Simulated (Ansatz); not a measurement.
**Lattice dynamics of SiC (Moissanite 3C, F-43m)**

Aim: the phonons of SiC (Moissanite 3C, F-43m) at a cell relaxed beforehand at this level. After the zone centre comes a 4×4×4 q mesh on a 12×12×12 k mesh.

Main program and level: Ansatz 0.2.0; DFT LDA, scalar-relativistic, plane waves, PAW; PAW set soft_1.

**Measured values to reproduce.**

“Infrared properties of SiC particles” (1999, arxiv:astro-ph/9903031) quotes from earlier work for SiC, 3C (beta, cubic zinc blende) (literature average; scatter up to 0.2): ε∞ (high-frequency dielectric constant) 6.49 [average of published experimental values; polytype label garbled in the row, 3C inferred …].

For SiC, beta-SiC (3C, zinc blende) (near-stoichiometric polycrystalline SiC fibers (Hi-S, SA, Sylramic; C/Si below 1.1), cross sections, 300 K), “Non-Destructive Mechanical Characterization of Sic Fibers by Raman Spectroscopy” (2007, arxiv:cond-mat/0701342) gives, by micro-Raman backscattering, 514.5 nm: Raman mode (TO at Gamma (degenerate TO1/TO2), approximate peak position) about 796 cm⁻¹ [polymer-derived SiC fibers with excess carbon and stacking disorder; satellite line near …].

For SiC, 3C (zinc blende) (high-purity CVD 3C-SiC wafer, 292 K), “Optical properties of silicon carbide for astrophysical applications I. New laboratory infrared reflectance spectra and optical constants” (2008, arxiv:0803.1210) gives, by FTIR reflectance, classical dispersion analysis: infrared mode (TO at Gamma) about 797.5 cm⁻¹ [TO position from reflectance band and dispersion fit; imperfect surface polish].

Report form: the programs' logs are mostly left out.

### 1. Starting point

It takes space group F-43m (No. 216, cubic). Conventional cell: a = 4.329 Å, b = 4.329 Å, c = 4.329 Å, α = 90.00°, β = 90.00°, γ = 90.00°. Si has 4 C at 1.87 Å nearest. Nearest to C lie 4 Si at 1.87 Å. Farther neighbours are not listed.

### 2. Zone-centre response

The cell comes from relaxations at this level that are not shown. The zone centre comes first: it holds the modes that light can see, as far as symmetry allows. The response to a homogeneous field gives the Born charges and the dielectric tensor.

The input, input.yaml:

```yaml
crystal:
  lattice:
    - [0.0, 2.1645341188, 2.1645341188]
    - [2.1645341188, 0.0, 2.1645341188]
    - [2.1645341188, 2.1645341188, 0.0]
  atoms:
    - { symbol: Si, position: [0.0, 0.0, 0.0] }
    - { symbol: C, position: [0.25, 0.25, 0.25] }
kpoints:
  mp_grid: { grid: [12, 12, 12] }
hamiltonian:
  xc: lda
  pseudopotentials: { kind: paw, azcp: { folder: soft_1 }, xc_functional: pbe }
scf:
  occupations: { method: fixed }
output:
  eigenvalues: true
phonons:
  method: dfpt
  dielectric: true
  rigid_motions: translations
```

Started as:

```sh
> ansatz run input.yaml --threads 4 --pin off --max-ram 10240MiB --backend cpu --events-out ev --progress --plain --runs-dir out
```

Run time: 8 s. Hardware: 4 threads of Arm Neoverse V2, shared host; peak memory 0.55 GiB.

Numbers from this step:

```
gap on the k-mesh                                       : 1.301 eV
volume per atom                                         : 10.14 Å³
sum-rule residual before enforcement                    : 1.41e-4 eV/Å²
miss of the charge sum rule                             : 6.70e-4 e
estimated error of the dielectric tensor                : 0.01880
estimated error of the Born charges                     : 0.009225 e
point group                                             : -43m
highest optical mode at the zone centre (no LO-TO term) : 797.8 cm⁻¹
lowest optical zone-centre mode                         : 797.8 cm⁻¹
mean high-frequency dielectric constant                 : 6.921
largest Born charge (third of the trace)                : 2.731 e
mean static dielectric constant                         : 10.30
top of the zone-centre spectrum with the field          : 973.3 cm⁻¹
```

Without the LO-TO term. Patterns of degenerate modes are one choice out of their space. Modes at Γ, with each element's share of the kinetic energy:

| mode | frequency (cm⁻¹) | symmetry | Si % | C % |
| --- | --- | --- | --- | --- |
| 1 | 0.0 | acoustic | 70 | 30 |
| 2 | 0.0 | acoustic | 70 | 30 |
| 3 | 0.0 | acoustic | 70 | 30 |
| 4 | 797.8 | T2 | 30 | 70 |
| 5 | 797.8 | T2 | 30 | 70 |
| 6 | 797.8 | T2 | 30 | 70 |

Displacements in mode 6 (797.8 cm⁻¹), the largest set to 1:
```
Si1  0.00  0.00 -0.43
C2   0.00  0.00  1.00
```

Optical modes at the zone centre, without and with the macroscopic field of the longitudinal modes; each column is sorted by frequency, so a row need not hold one and the same mode. Modes with and without the field, by row:

| rank among optical modes | no field (cm⁻¹) | q along (1, 0, 0) (cm⁻¹) |
| --- | --- | --- |
| 1 | 797.8 | 797.8 |
| 2 | 797.8 | 797.8 |
| 3 | 797.8 | 973.3 |

Born charge (rows field, columns displacement) (e), principal values of the symmetric part by kind of site:

| atom | atoms with these values | low | middle | high | mean |
| --- | --- | --- | --- | --- | --- |
| Si1 | 1 | 2.73 | 2.73 | 2.73 | 2.73 |
| C2 | 1 | -2.73 | -2.73 | -2.73 | -2.73 |

In full for Si1:

```
2.73 0.00 0.00
0.00 2.73 0.00
0.00 0.00 2.73
```

High-frequency dielectric tensor:

```
6.92 0.00 0.00
0.00 6.92 0.00
0.00 0.00 6.92
```

Static dielectric tensor (ions relaxed, fixed cell):

```
10.30  0.00  0.00
 0.00 10.30  0.00
 0.00  0.00 10.30
```

Transverse modes. Lines of the infrared spectrum (strongest = 100):

| position (cm⁻¹) | label | relative intensity |
| --- | --- | --- |
| 798 | T2 | 100 |

Before it was imposed, the acoustic sum rule was missed by 1.4e-4 eV/Å² and the charge sum rule by 6.7e-4 e. Small misses are needed for a sound result but don't prove that mesh and cutoff are converged. The lowest optical mode is real, 798 cm⁻¹.

### 3. The dispersion

Stability and thermal properties need the whole zone. Linear response on a 4×4×4 q mesh gives force constants as far as a supercell of that size would, and the tensors from the zone-centre run are typed in so that the long-range dipole term is interpolated apart.

input.yaml, the sections that differ from step 2:

```yaml
phonons:
  method: dfpt
  qmesh: [4, 4, 4]
  temperatures: { t_max: 1000, t_step: 50 }
  qpath:
    path:
      - [[0.0, 0.0, 0.0], [-0.5, -0.5, 0.0], [-0.375, -0.375, 0.25]]
      - [[-0.375, 0.0, 0.375], [0.0, 0.0, 0.0], [0.0, 0.0, 0.5], [-0.5, -0.25, 0.25], [-0.5, -0.5, 0.0]]
    npoints: 10
  non_analytic_term:
    high_frequency_dielectric_tensor: [[6.9206, 0.0, 0.0], [0.0, 6.9206, 0.0], [0.0, 0.0, 6.9206]]
    born_effective_charges:
      - { species: Si, tensor: [[2.7312, 0.0, 0.0], [0.0, 2.7312, 0.0], [0.0, 0.0, 2.7312]] }
      - { species: C, tensor: [[-2.7312, 0.0, 0.0], [0.0, -2.7312, 0.0], [0.0, 0.0, -2.7312]] }
    source: "zone-centre run at this cell"
# crystal, kpoints, hamiltonian, scf, output: as in step 2
```

Run time: 37 s. Hardware: 4 threads; peak memory 0.97 GiB.

This step gave:

```yaml
sum_rule_residual_before_enforcement: 1.40e-4 eV/Å²
lowest_frequency_on_the_path: 0 cm⁻¹
highest_frequency_on_the_path_or_at_a_solved_wavevector: 973.3 cm⁻¹
mean_frequency: 597.9 cm⁻¹
debye_temperature_second_moment: 1190 K
logarithmic_mean_frequency: 544.8 cm⁻¹
lowest_mode_on_the_q_mesh_acoustic_modes_at_gamma_apart: 196.1 cm⁻¹
zero_point_energy_per_atom: 111.2 meV
heat_capacity_at_300_k: 13.42 J/(mol atoms K)
vibrational_entropy_at_300_k: 8.448 J/(mol atoms K)
edges_of_the_widest_gap_between_branches_on_path_and_mesh: 635, 744.6 cm⁻¹
```

Frequencies (cm⁻¹) solved at each irreducible wavevector; negative means imaginary. Frequencies by wavevector, by row:

| q in reciprocal lattice units | star | mode 1 | mode 2 | mode 3 | mode 4 | mode 5 | mode 6 |
| --- | --- | --- | --- | --- | --- | --- | --- |
| 0 0 0 | 1 | 0 | 0 | 0 | 797.8 | 797.8 | 797.8 |
| 0 0 0.25 | 8 | 196.1 | 196.1 | 406.2 | 784.1 | 784.1 | 925.2 |
| 0 0 -0.5 | 4 | 259.5 | 259.5 | 616 | 772.2 | 772.2 | 839.5 |
| 0 0.25 0.25 | 6 | 275.3 | 275.3 | 402.2 | 782.4 | 782.4 | 928.7 |
| 0 0.25 -0.5 | 24 | 327.4 | 404.5 | 544.4 | 768.3 | 777 | 862.1 |
| 0 0.25 -0.25 | 12 | 287.7 | 398.3 | 489.2 | 765.1 | 788.3 | 879.9 |
| 0 -0.5 -0.5 | 3 | 364.9 | 364.9 | 635 | 767.3 | 767.3 | 829.6 |
| 0.25 -0.5 -0.25 | 6 | 401.6 | 462.5 | 538.3 | 744.6 | 778.5 | 858.6 |

Interpolated from a 4×4×4 q mesh, with the LO-TO term (at Γ the limit along the path; where Γ stands inside the path, tables give the limit on arrival). Phonon branches along the path, in cm⁻¹:

| point | branch 1 | branch 2 | branch 3 | branch 4 | branch 5 | branch 6 |
| --- | --- | --- | --- | --- | --- | --- |
| Γ | 0 | 0 | 0 | 798 | 798 | 973 |
| halfway | 275 | 275 | 402 | 782 | 782 | 929 |
| X | 365 | 365 | 635 | 767 | 767 | 830 |
| halfway | 362 | 395 | 616 | 763 | 766 | 840 |
| U | 352 | 446 | 569 | 760 | 762 | 860 |
| jump to K | 352 | 446 | 569 | 760 | 762 | 860 |
| halfway | 229 | 322 | 420 | 776 | 796 | 904 |
| Γ | 0 | 0 | 0 | 798 | 798 | 973 |
| halfway | 196 | 196 | 406 | 784 | 784 | 925 |
| L | 260 | 260 | 616 | 772 | 772 | 840 |
| halfway | 327 | 390 | 562 | 767 | 772 | 860 |
| W | 402 | 462 | 538 | 745 | 778 | 859 |
| halfway | 383 | 403 | 598 | 754 | 773 | 846 |
| X | 365 | 365 | 635 | 767 | 767 | 830 |

Tetrahedra on a 28×28×28 mesh, mean over bins of 10 cm-1. Interpolated from a 4×4×4 q mesh. Table of phonon density of states by wavenumber; read off at these points:

wavenumber (cm⁻¹), phonon density of states (1/cm⁻¹/cell) and a bar:
```
        5     0.0000 
       35     0.0000 
       55     0.0001 
       85     0.0003 
      105     0.0005 
      135     0.0008 
      165     0.0014 
      185     0.0018 #
      215     0.0028 #
      245     0.0047 ##
      265     0.0081 ###
      295     0.0091 ###
      315     0.0100 ####
      345     0.0120 ####
      365     0.0138 #####
      375     0.0109 ####
      395     0.0082 ###
      425     0.0070 ###
      455     0.0059 ##
      475     0.0024 #
      505     0.0038 #
      525     0.0061 ##
      545     0.0121 ####
      555     0.0102 ####
      585     0.0039 #
      605     0.0021 #
      635     0.0001 
      665     0.0000 
      685     0.0000 
      715     0.0000 
      735     0.0000 
      765     0.0475 #################
      775     0.0841 ##############################
      795     0.0149 #####
      815     0.0000 
      845     0.0054 ##
      865     0.0308 ###########
      875     0.0126 #####
      895     0.0056 ##
      925     0.0033 #
      945     0.0023 #
      975     0.0001
```

The partial phonon density of states has structure finer than the step of the table below, so its rows give means over 50 cm⁻¹, whole bins alone (the curve runs from -10 to 1011 cm⁻¹). Peaks (cm⁻¹: height): C 773.1: 0.0547, 863.0: 0.0218; Si 355.9: 0.0113, 548.4: 0.0103, 773.1: 0.0123, 863.0: 0.00226.

Phonopy on the run's constants, 21x21x21 mesh, Gaussian sigma 7.3 cm-1. Interpolated from a 4×4×4 q mesh. Partial phonon density of states against wavenumber; means over each step; values in 1/cm⁻¹/cell:

| wavenumber (cm⁻¹) | C | Si |
| --- | --- | --- |
| 50 | 2.9e-5 | 7.1e-5 |
| 100 | 1.3e-4 | 3.2e-4 |
| 150 | 3.2e-4 | 8.2e-4 |
| 200 | 6.3e-4 | 0.00171 |
| 250 | 0.00143 | 0.00428 |
| 300 | 0.00209 | 0.00727 |
| 350 | 0.00219 | 0.00978 |
| 400 | 0.00126 | 0.00691 |
| 450 | 8.1e-4 | 0.00468 |
| 500 | 6.0e-4 | 0.00327 |
| 550 | 5.7e-4 | 0.00808 |
| 600 | 1.0e-4 | 0.00253 |
| 650 | 7.9e-7 | 1.0e-4 |
| 700 | 1.3e-6 | 0 |
| 750 | 0.0172 | 0.00336 |
| 800 | 0.0153 | 0.00410 |
| 850 | 0.0107 | 0.00105 |
| 900 | 0.00514 | 0.00112 |
| 950 | 0.00142 | 5.3e-4 |

Second derivatives of the energy by pair, one row for each kind of neighbour of each atom listed. Each entry sums the pair over the periodic images of the supercell that the q mesh stands for, and in a polar crystal it holds the long-range dipole part too. Force constants by pair, by row:

| atom | neighbour | distance (Å) | third of the trace (eV/Å²) | along the pair's line (eV/Å²) |
| --- | --- | --- | --- | --- |
| Si1 | itself | 0 | 25.99 | – |
| Si1 | C | 1.875 | -5.415 | -10.43 |
| Si1 | Si | 3.061 | -0.2532 | -2.539 |
| Si1 | C | 3.589 | -0.0317 | 0.5408 |
| Si1 | Si | 4.329 | -0.0498 | -0.3779 |
| Si1 | C | 4.717 | 0.0669 | 0.5006 |
| Si1 | Si | 5.302 | -0.1027 | -0.3233 |
| Si1 | C | 5.624 | 0.0398 | 0.1465 |
| Si1 | C | 5.624 | 0.0224 | 0.1373 |
| C2 | itself | 0 | 25.05 | – |
| C2 | Si | 1.875 | -5.415 | -10.43 |
| C2 | C | 3.061 | -0.2733 | -1.701 |
| C2 | Si | 3.589 | -0.0317 | 0.5408 |
| C2 | C | 4.329 | 0.0093 | -0.1894 |
| C2 | Si | 4.717 | 0.0669 | 0.5006 |
| C2 | C | 5.302 | -0.0252 | -0.1748 |
| C2 | Si | 5.624 | 0.0398 | 0.1465 |
| C2 | Si | 5.624 | 0.0224 | 0.1373 |

Harmonic thermodynamic functions per atom, from the density of states. Interpolated from a 4×4×4 q mesh. Thermodynamic functions, by row:

| T (K) | F_vib (meV/atom) | S (J/mol-atom/K) | C_V (J/mol-atom/K) |
| --- | --- | --- | --- |
| 0 | 111.2 | 0 | 0 |
| 50 | 111.2 | 0.074 | 0.257 |
| 100 | 111 | 0.747 | 2.21 |
| 200 | 108.7 | 4.086 | 8.187 |
| 300 | 102.2 | 8.448 | 13.42 |
| 400 | 91.15 | 12.84 | 16.99 |
| 500 | 75.72 | 16.89 | 19.27 |
| 600 | 56.28 | 20.55 | 20.75 |
| 700 | 33.26 | 23.82 | 21.74 |
| 800 | 7.01 | 26.77 | 22.42 |
| 900 | -22.14 | 29.44 | 22.91 |
| 1000 | -53.94 | 31.88 | 23.28 |

Harmonic mean-square displacement, third of the trace. Interpolated from a 4×4×4 q mesh. Mean square displacements, by row:

| T (K) | Si1 U_eq (Å²) | C2 U_eq (Å²) |
| --- | --- | --- |
| 0 | 0.00153 | 0.00223 |
| 100 | 0.00162 | 0.00231 |
| 300 | 0.00249 | 0.00299 |
| 600 | 0.00434 | 0.00464 |

Symmetry leaves 8 wavevectors to solve. The lowest mode among them, the acoustic zeros apart, lies at q = (0, 0, 0.25) and is real, 196 cm⁻¹.

### 4. The same by displaced supercells

Finite displacements in a 2×2×2 supercell give force constants from forces alone. They are exact at the wavevectors that the supercell holds, where they check the linear-response result.

Changes to input.yaml since step 3:

```diff
@@ -18,4 +18,4 @@
 phonons:
-  method: dfpt
-  qmesh: [4, 4, 4]
+  method: fd
+  supercell: [2, 2, 2]
   temperatures: { t_max: 1000, t_step: 50 }
```

The job ended after 13 s (4 threads; peak memory 0.65 GiB; 49 s of CPU time).

This step gave:

```
atoms in the supercell               : 16
sum-rule residual before enforcement : 1.97e-4 eV/Å²
```

Interpolated from a 2×2×2 supercell, rough between the solved points, with the LO-TO term (at Γ the limit along the path; where Γ stands inside the path, tables give the limit on arrival). Phonon branches along the path, in cm⁻¹:

| point | branch 1 | branch 2 | branch 3 | branch 4 | branch 5 | branch 6 |
| --- | --- | --- | --- | --- | --- | --- |
| Γ | 0 | 0 | 0 | 798 | 798 | 973 |
| halfway | 252 | 252 | 409 | 781 | 781 | 921 |
| X | 365 | 365 | 635 | 767 | 767 | 830 |
| halfway | 359 | 399 | 618 | 767 | 771 | 824 |
| U | 339 | 465 | 575 | 768 | 774 | 815 |
| jump to K | 339 | 465 | 575 | 768 | 774 | 815 |
| halfway | 206 | 310 | 425 | 782 | 788 | 898 |
| Γ | 0 | 0 | 0 | 798 | 798 | 973 |
| halfway | 181 | 181 | 402 | 786 | 786 | 924 |
| L | 260 | 260 | 616 | 772 | 772 | 840 |
| halfway | 310 | 398 | 580 | 772 | 782 | 817 |
| W | 392 | 467 | 551 | 768 | 778 | 806 |
| halfway | 378 | 406 | 603 | 768 | 773 | 818 |
| X | 365 | 365 | 635 | 767 | 767 | 830 |

Tetrahedra on a 26×26×26 mesh, mean over bins of 10 cm-1. Interpolated from a 2×2×2 supercell, rough between the solved points. Table of phonon density of states by wavenumber; read off at these points:

wavenumber (cm⁻¹), phonon density of states (1/cm⁻¹/cell) and a bar:
```
        5     0.0000 
       35     0.0001 
       55     0.0002 
       85     0.0004 
      105     0.0007 
      135     0.0011 
      165     0.0018 #
      185     0.0024 #
      215     0.0037 #
      245     0.0059 ##
      265     0.0092 ###
      295     0.0097 ###
      315     0.0101 ###
      345     0.0106 ###
      355     0.0108 ###
      375     0.0079 ##
      395     0.0056 ##
      425     0.0057 ##
      455     0.0059 ##
      475     0.0043 #
      505     0.0029 #
      525     0.0042 #
      555     0.0116 ####
      565     0.0118 ####
      585     0.0062 ##
      605     0.0033 #
      635     0.0001 
      665     0.0000 
      685     0.0000 
      715     0.0000 
      735     0.0000 
      765     0.0197 ######
      775     0.0972 ##############################
      795     0.0086 ###
      815     0.0206 ######
      845     0.0083 ###
      875     0.0049 ##
      895     0.0040 #
      925     0.0029 #
      945     0.0021 #
      975     0.0001
```

At Γ the two methods differ by at most 0.0 cm⁻¹.

### 5. Summary of results

```json
{
  "space group (within 0.01 Å)": "F-43m",
  "volume per atom": "10.1 Å³",
  "gap on the k-mesh": "1.30 eV",
  "highest optical mode at the zone centre (no LO-TO term)": "798 cm⁻¹",
  "top of the zone-centre spectrum with the field": "973 cm⁻¹",
  "lowest optical zone-centre mode": "798 cm⁻¹",
  "mean high-frequency dielectric constant": "6.92",
  "mean static dielectric constant": "10.3",
  "largest Born charge (third of the trace)": "2.73 e",
  "lowest mode on the q mesh (acoustic modes at Γ apart)": "196 cm⁻¹",
  "highest frequency on the path or at a solved wavevector": "973 cm⁻¹",
  "zero-point energy per atom": "111 meV",
  "heat capacity at 300 K": "13.4 J/(mol atoms K)",
  "vibrational entropy at 300 K": "8.45 J/(mol atoms K)",
  "Debye temperature (second moment)": "1190 K",
  "imaginary modes on the 4×4×4 q mesh": "none"
}
```

What this shows: The structure is a minimum as far as tested: no mode is imaginary at the 8 irreducible wavevectors of the 4×4×4 mesh, and the softest away from the acoustic zeros lies at 196 cm⁻¹. Without the field, the optical modes at Γ form one degenerate level at 798 cm⁻¹. The highest mode in this list at Γ, 797.8 cm⁻¹, is mostly motion of C (70 % of the kinetic energy). With the macroscopic field of the longitudinal modes the top of the zone-centre spectrum lies at 973 cm⁻¹, against 798 cm⁻¹ without it. Lattice motion raises the mean dielectric constant from 6.921 to 10.30. The strongest infrared line is at 798 cm⁻¹. On the path and the mesh, the widest gap between branches runs from 635 to 745 cm⁻¹. Finite displacements and linear response differ by 0.0 cm⁻¹ in the highest zone-centre mode. The program warns that the interpolation holds no quadrupole term, so branches close to Γ can be off in this crystal. The PAW files were made for PBE and serve the other functionals too. These are harmonic frequencies at zero temperature: anharmonic shifts, linewidths and thermal expansion are left out.

Calculation against experiment:

| quantity | measured | LDA, PAW; PAW set soft_1 |
| --- | --- | --- |
| ε∞ (mean of the tensor) | 6.49 | 6.92 (+6.6 %) |
| Raman mode, TO at Gamma (degenerate … (cm⁻¹) | 796 | 798 (+0.2 %) |
| infrared mode, TO at Gamma (cm⁻¹) | 797.5 | 798 (+0.0 %) |

Measured values from arxiv:astro-ph/9903031 (1999), arxiv:cond-mat/0701342 (2007) and arxiv:0803.1210 (2008).

How well it matches: The ε∞ is off by +6.6 %: good agreement. The Raman mode is off by +0.2 %: good agreement. The infrared mode matches within 0.05 %: good agreement. The grades are ours: good and fair within 7 and 18 % for the ε∞, 3 and 7 % for the Raman mode and 3 and 7 % for the infrared mode. For Raman mode and infrared mode the calculation has a static lattice, without zero-point motion or thermal motion (measured at up to 300 K).

[Logs are printed without paths, hosts, clocks, repeated set-up lines and the standing remarks that a program may print on its own settings, such as how far it seeks lower states.]

[Hosts, paths, dates, database ids (printed as entryN), source tags and the programs' standing remarks are cut or masked in the printed files.]
